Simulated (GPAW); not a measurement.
# Work function of 1T-TaSTe monolayer at several levels, part 2 of 2

Aim: the work function of both faces of 1T-TaSTe monolayer, and its spread over functionals and bases.

GPAW 26.7.0; GPAW, PAW setups; layer in a repeated cell with vacuum, relaxation of atoms and in-plane cell (the session's first sound run).

So far, upper work function (eV): step 3 (the slab's potential, PBE, GPAW) 5.03; step 5 (OptPBE vdW: xc = "optPBE-vdW", GPAW, PAW setups, GPAW) 5.24; step 6 (self-consistent run: xc = "vdW-DF2", GPAW, PAW setups, GPAW) 5.35; step 7 (self-consistent run: xc = "LDA") 5.28; step 8 (self-consistent run: xc = "revPBE") 4.94.

## Step 9: Real-space grid: mode = "fd"

Level of this step: GPAW, PAW setups; slab in vacuum (GPAW).

A real-space grid is a second complete basis, so it checks the plane-wave result.

Contents of run.py:

```python
import json
import numpy as np
from ase import Atoms
from gpaw import GPAW

slab = Atoms(
    ['Te', 'Ta', 'S'],
    positions=[
        [1.76585, 1.01952, 9.00000],
        [-0.00000, -0.00000, 10.94089],
        [-0.00000, 2.03903, 12.35028]],
    cell=[[3.53171, -0.0, 0.0], [-1.76585, 3.05856, 0.0], [0.0, 0.0, 21.3503]],
    pbc=[True, True, False])

slab.calc = GPAW(mode='fd', h=0.18, xc='PBE', kpts={'size': (9, 9, 1), 'gamma': True},
                 occupations={'name': 'fermi-dirac', 'width': 0.05}, nbands='160%',
                 convergence={'density': 1e-05}, maxiter=200,
                 poissonsolver={'dipolelayer': 'xy'},
                 symmetry={'tolerance': 1e-3}, txt='slab.txt')
result = {}
energy = slab.get_potential_energy()
fermi = slab.calc.get_fermi_level()
v = slab.calc.get_electrostatic_potential().mean((0, 1)) - fermi
n = slab.calc.get_pseudo_density().mean((0, 1))
L = slab.cell[2, 2]
z = np.arange(len(v)) * L / len(v)
low, high = slab.positions[:, 2].min(), slab.positions[:, 2].max()
below, above = np.interp([low - 6.8, high + 6.8], z, v)
slopes = [np.interp(x, z, np.gradient(v, z)) for x in (low - 6.8, high + 6.8)]
eps = np.array([[slab.calc.get_eigenvalues(k, s) for k in range(len(slab.calc.get_ibz_k_points()))]
                for s in range(slab.calc.get_number_of_spins())]) - fermi
top, bottom = eps[eps < 0].max(), eps[eps > 0].min()
dipole = slab.get_dipole_moment()[2]
print(f'energy {energy:.4f} eV, Fermi level {fermi:.4f} eV, dipole {dipole:.5f} e A')
print(f'potential 6.8 A off the faces, from the Fermi level: lower {below:.4f} eV, upper {above:.4f} eV')
print(f'slope of the potential there: lower {slopes[0]:.5f}, upper {slopes[1]:.5f} eV/A')
print(f'nearest levels on the mesh: {top:.4f} and {bottom:.4f} eV')
print('magnetic moment', round(slab.get_magnetic_moment(), 3))
result.update(energy=energy, fermi=fermi, dipole=dipole, below=below, above=above, slopes=slopes, edges=[top, bottom],
              z=z.tolist(), v=v.tolist(), n=n.tolist(), positions=slab.positions.tolist(),
              forces=slab.get_forces(apply_constraint=False).tolist(), moments=slab.get_magnetic_moments().tolist())
json.dump(result, open('result.json', 'w'))
```

The run is started by

```console
> OMP_NUM_THREADS=1 OPENBLAS_NUM_THREADS=1 python run.py
```

Log:

```text
energy -19.0653 eV, Fermi level -4.6177 eV, dipole -0.04942 e A
potential 6.8 A off the faces, from the Fermi level: lower 4.2038 eV, upper 5.0315 eV
slope of the potential there: lower -0.00000, upper 0.00000 eV/A
nearest levels on the mesh: -0.0226 and 0.1185 eV
magnetic moment 0.0
```

Elapsed: 59 s, on 1 thread of Arm Neoverse V2, shared host; peak memory 0.38 GiB.

This step gave:

```
dipole along the normal                    : -0.04942 e·Å
levels nearest the Fermi level on the mesh : -0.02264, 0.1185 eV from the Fermi level
upper work function                        : 5.032 eV
lower work function                        : 4.204 eV
```

The upper face's work function is 5.032 eV, against 5.031 eV in the first plane-wave PBE run at this geometry.

## Step 10: Atomic orbitals: mode = "lcao"

Atom-centred orbitals end a few angstrom from the surface, which tests how much the density's tail matters.

run.py, as its differences from that of step 9:

```diff
@@ -14,4 +14,4 @@
 
-slab.calc = GPAW(mode='fd', h=0.18, xc='PBE', kpts={'size': (9, 9, 1), 'gamma': True},
-                 occupations={'name': 'fermi-dirac', 'width': 0.05}, nbands='160%',
+slab.calc = GPAW(mode='lcao', basis='dzp', h=0.18, xc='PBE', kpts={'size': (9, 9, 1), 'gamma': True},
+                 occupations={'name': 'fermi-dirac', 'width': 0.05}, nbands='120%',
                  convergence={'density': 1e-05}, maxiter=200,
```

Log:

```text
energy -18.1887 eV, Fermi level -4.5574 eV, dipole -0.06081 e A
potential 6.8 A off the faces, from the Fermi level: lower 4.0481 eV, upper 5.0667 eV
slope of the potential there: lower 0.00000, upper 0.00000 eV/A
nearest levels on the mesh: -0.0233 and 0.0928 eV
magnetic moment 0.0
```

The job ended after 43 s (1 thread; peak memory 0.27 GiB).

Numbers from this step:

| Property | Result |
| --- | --- |
| dipole along the normal | -0.06081 e·Å |
| levels nearest the Fermi level on the mesh | -0.02327, 0.09284 eV from the Fermi level |
| upper work function | 5.067 eV |
| lower work function | 4.048 eV |

The upper face's work function is 5.067 eV, against 5.031 eV in the first plane-wave PBE run at this geometry.

## Step 11: The ladder

Times are for 1 thread of Arm Neoverse V2, shared host. The runs compared:

```csv
no.,run,upper work function (eV),lower work function (eV),time,memory (GiB)
1,pw,5.031,4.201,27 s,0.2
2,RPBE,4.940,4.084,28 s,0.2
3,optPBE vdW,5.239,4.404,40 s,0.37
4,vdW DF2,5.346,4.505,37 s,0.37
5,LDA,5.277,4.503,28 s,0.19
6,revPBE,4.938,4.091,30 s,0.2
7,fd,5.032,4.204,59 s,0.38
8,lcao,5.067,4.048,43 s,0.27
```

## Step 12: Side by side

Results and costs are gathered.

This step: comparison of work functions, dipole and cost (GPAW 26.7.0).

Ladder, by row:

```csv
step,code,"work function, upper (eV)","work function, lower (eV)",dipole (e Å),wall time (s),peak memory (GiB),threads
pw,GPAW,5.031,4.201,-0.04988,27.14,0.2,1
RPBE,GPAW,4.94,4.084,-0.05142,27.51,0.2,1
optPBE-vdW,GPAW,5.239,4.404,-0.05017,39.66,0.37,1
vdW-DF2,GPAW,5.346,4.505,-0.05054,37.32,0.37,1
LDA,GPAW,5.277,4.503,-0.04656,27.63,0.19,1
revPBE,GPAW,4.938,4.091,-0.05092,29.68,0.2,1
fd,GPAW,5.032,4.204,-0.04942,58.57,0.38,1
lcao,GPAW,5.067,4.048,-0.06081,43.13,0.27,1
```

## Step 13: A changed run

One more run, with changed settings.

This step: GPAW, PAW setups; slab in vacuum (GPAW 26.7.0).

run.py, as its differences from that of step 10:

```diff
@@ -14,5 +14,5 @@
 
-slab.calc = GPAW(mode='lcao', basis='dzp', h=0.18, xc='PBE', kpts={'size': (9, 9, 1), 'gamma': True},
-                 occupations={'name': 'fermi-dirac', 'width': 0.05}, nbands='120%',
-                 convergence={'density': 1e-05}, maxiter=200,
+slab.calc = GPAW(mode='fd', h=0.4, xc='PBE', kpts={'size': (9, 9, 1), 'gamma': True},
+                 occupations={'name': 'fermi-dirac', 'width': 0.05}, nbands='160%',
+                 convergence={'density': 1e-05}, maxiter=50,
                  poissonsolver={'dipolelayer': 'xy'},
```

Log:

```text
energy -16.6049 eV, Fermi level -4.7210 eV, dipole -0.04856 e A
potential 6.8 A off the faces, from the Fermi level: lower 4.3143 eV, upper 5.1278 eV
slope of the potential there: lower -0.00000, upper 0.00000 eV/A
nearest levels on the mesh: -0.0296 and 0.1534 eV
magnetic moment 0.0
```

Wall time 10 s (1 thread); peak memory 0.14 GiB.

The run finished. A setting was moved off its sound value on purpose, so it serves as a test and not as the result.

The fault put into the input: a grid far too coarse (mode = "fd" and h = 0.4).

The two runs compared:

```csv
quantity,this run,sound run,difference
dipole along the normal (e·Å),-0.048557,-0.049877,0.00132
upper work function (eV),5.1278,5.0313,0.0965
lower work function (eV),4.3143,4.2010,0.113
```

The two runs differ clearly in the lower work function: 4.31 eV against 4.20 eV.

## Step 14: Results

| Property | Result |
| --- | --- |
| work function, upper and lower face | 5.031 and 4.201 eV |
| dipole along the normal | -0.0499 e Å |

**Reading.** With plane waves and PBE the work function is 5.03 eV on the upper face and 4.20 eV on the lower. The two faces differ by 0.83 eV, the step that the slab's dipole makes (e p/(ε0 A) gives 0.84 eV), so the dipole layer is needed. Over the sound runs of the table the upper face's work function spans 4.938 (revPBE) to 5.346 eV (vdW-DF2). The starting lattice was a guess from atomic radii; the relaxation moved it by -6 %. The relaxation of atoms and cell ran in a fully periodic cell without the dipole layer, so the atoms of this polar layer felt a small spurious field. The cell holds an odd number of electrons, so without spin polarisation it must come out metallic and without a moment, whatever its true state. The layer's cell and atoms come from the relaxation; spin-orbit coupling and temperature are left out.

[Logs are printed without paths, hosts, clocks, repeated set-up lines and the standing remarks that a program may print on its own settings, such as how far it seeks lower states.]

[Hosts, paths, dates, database ids (printed as entryN), source tags and the programs' standing remarks are cut or masked in the printed files.]
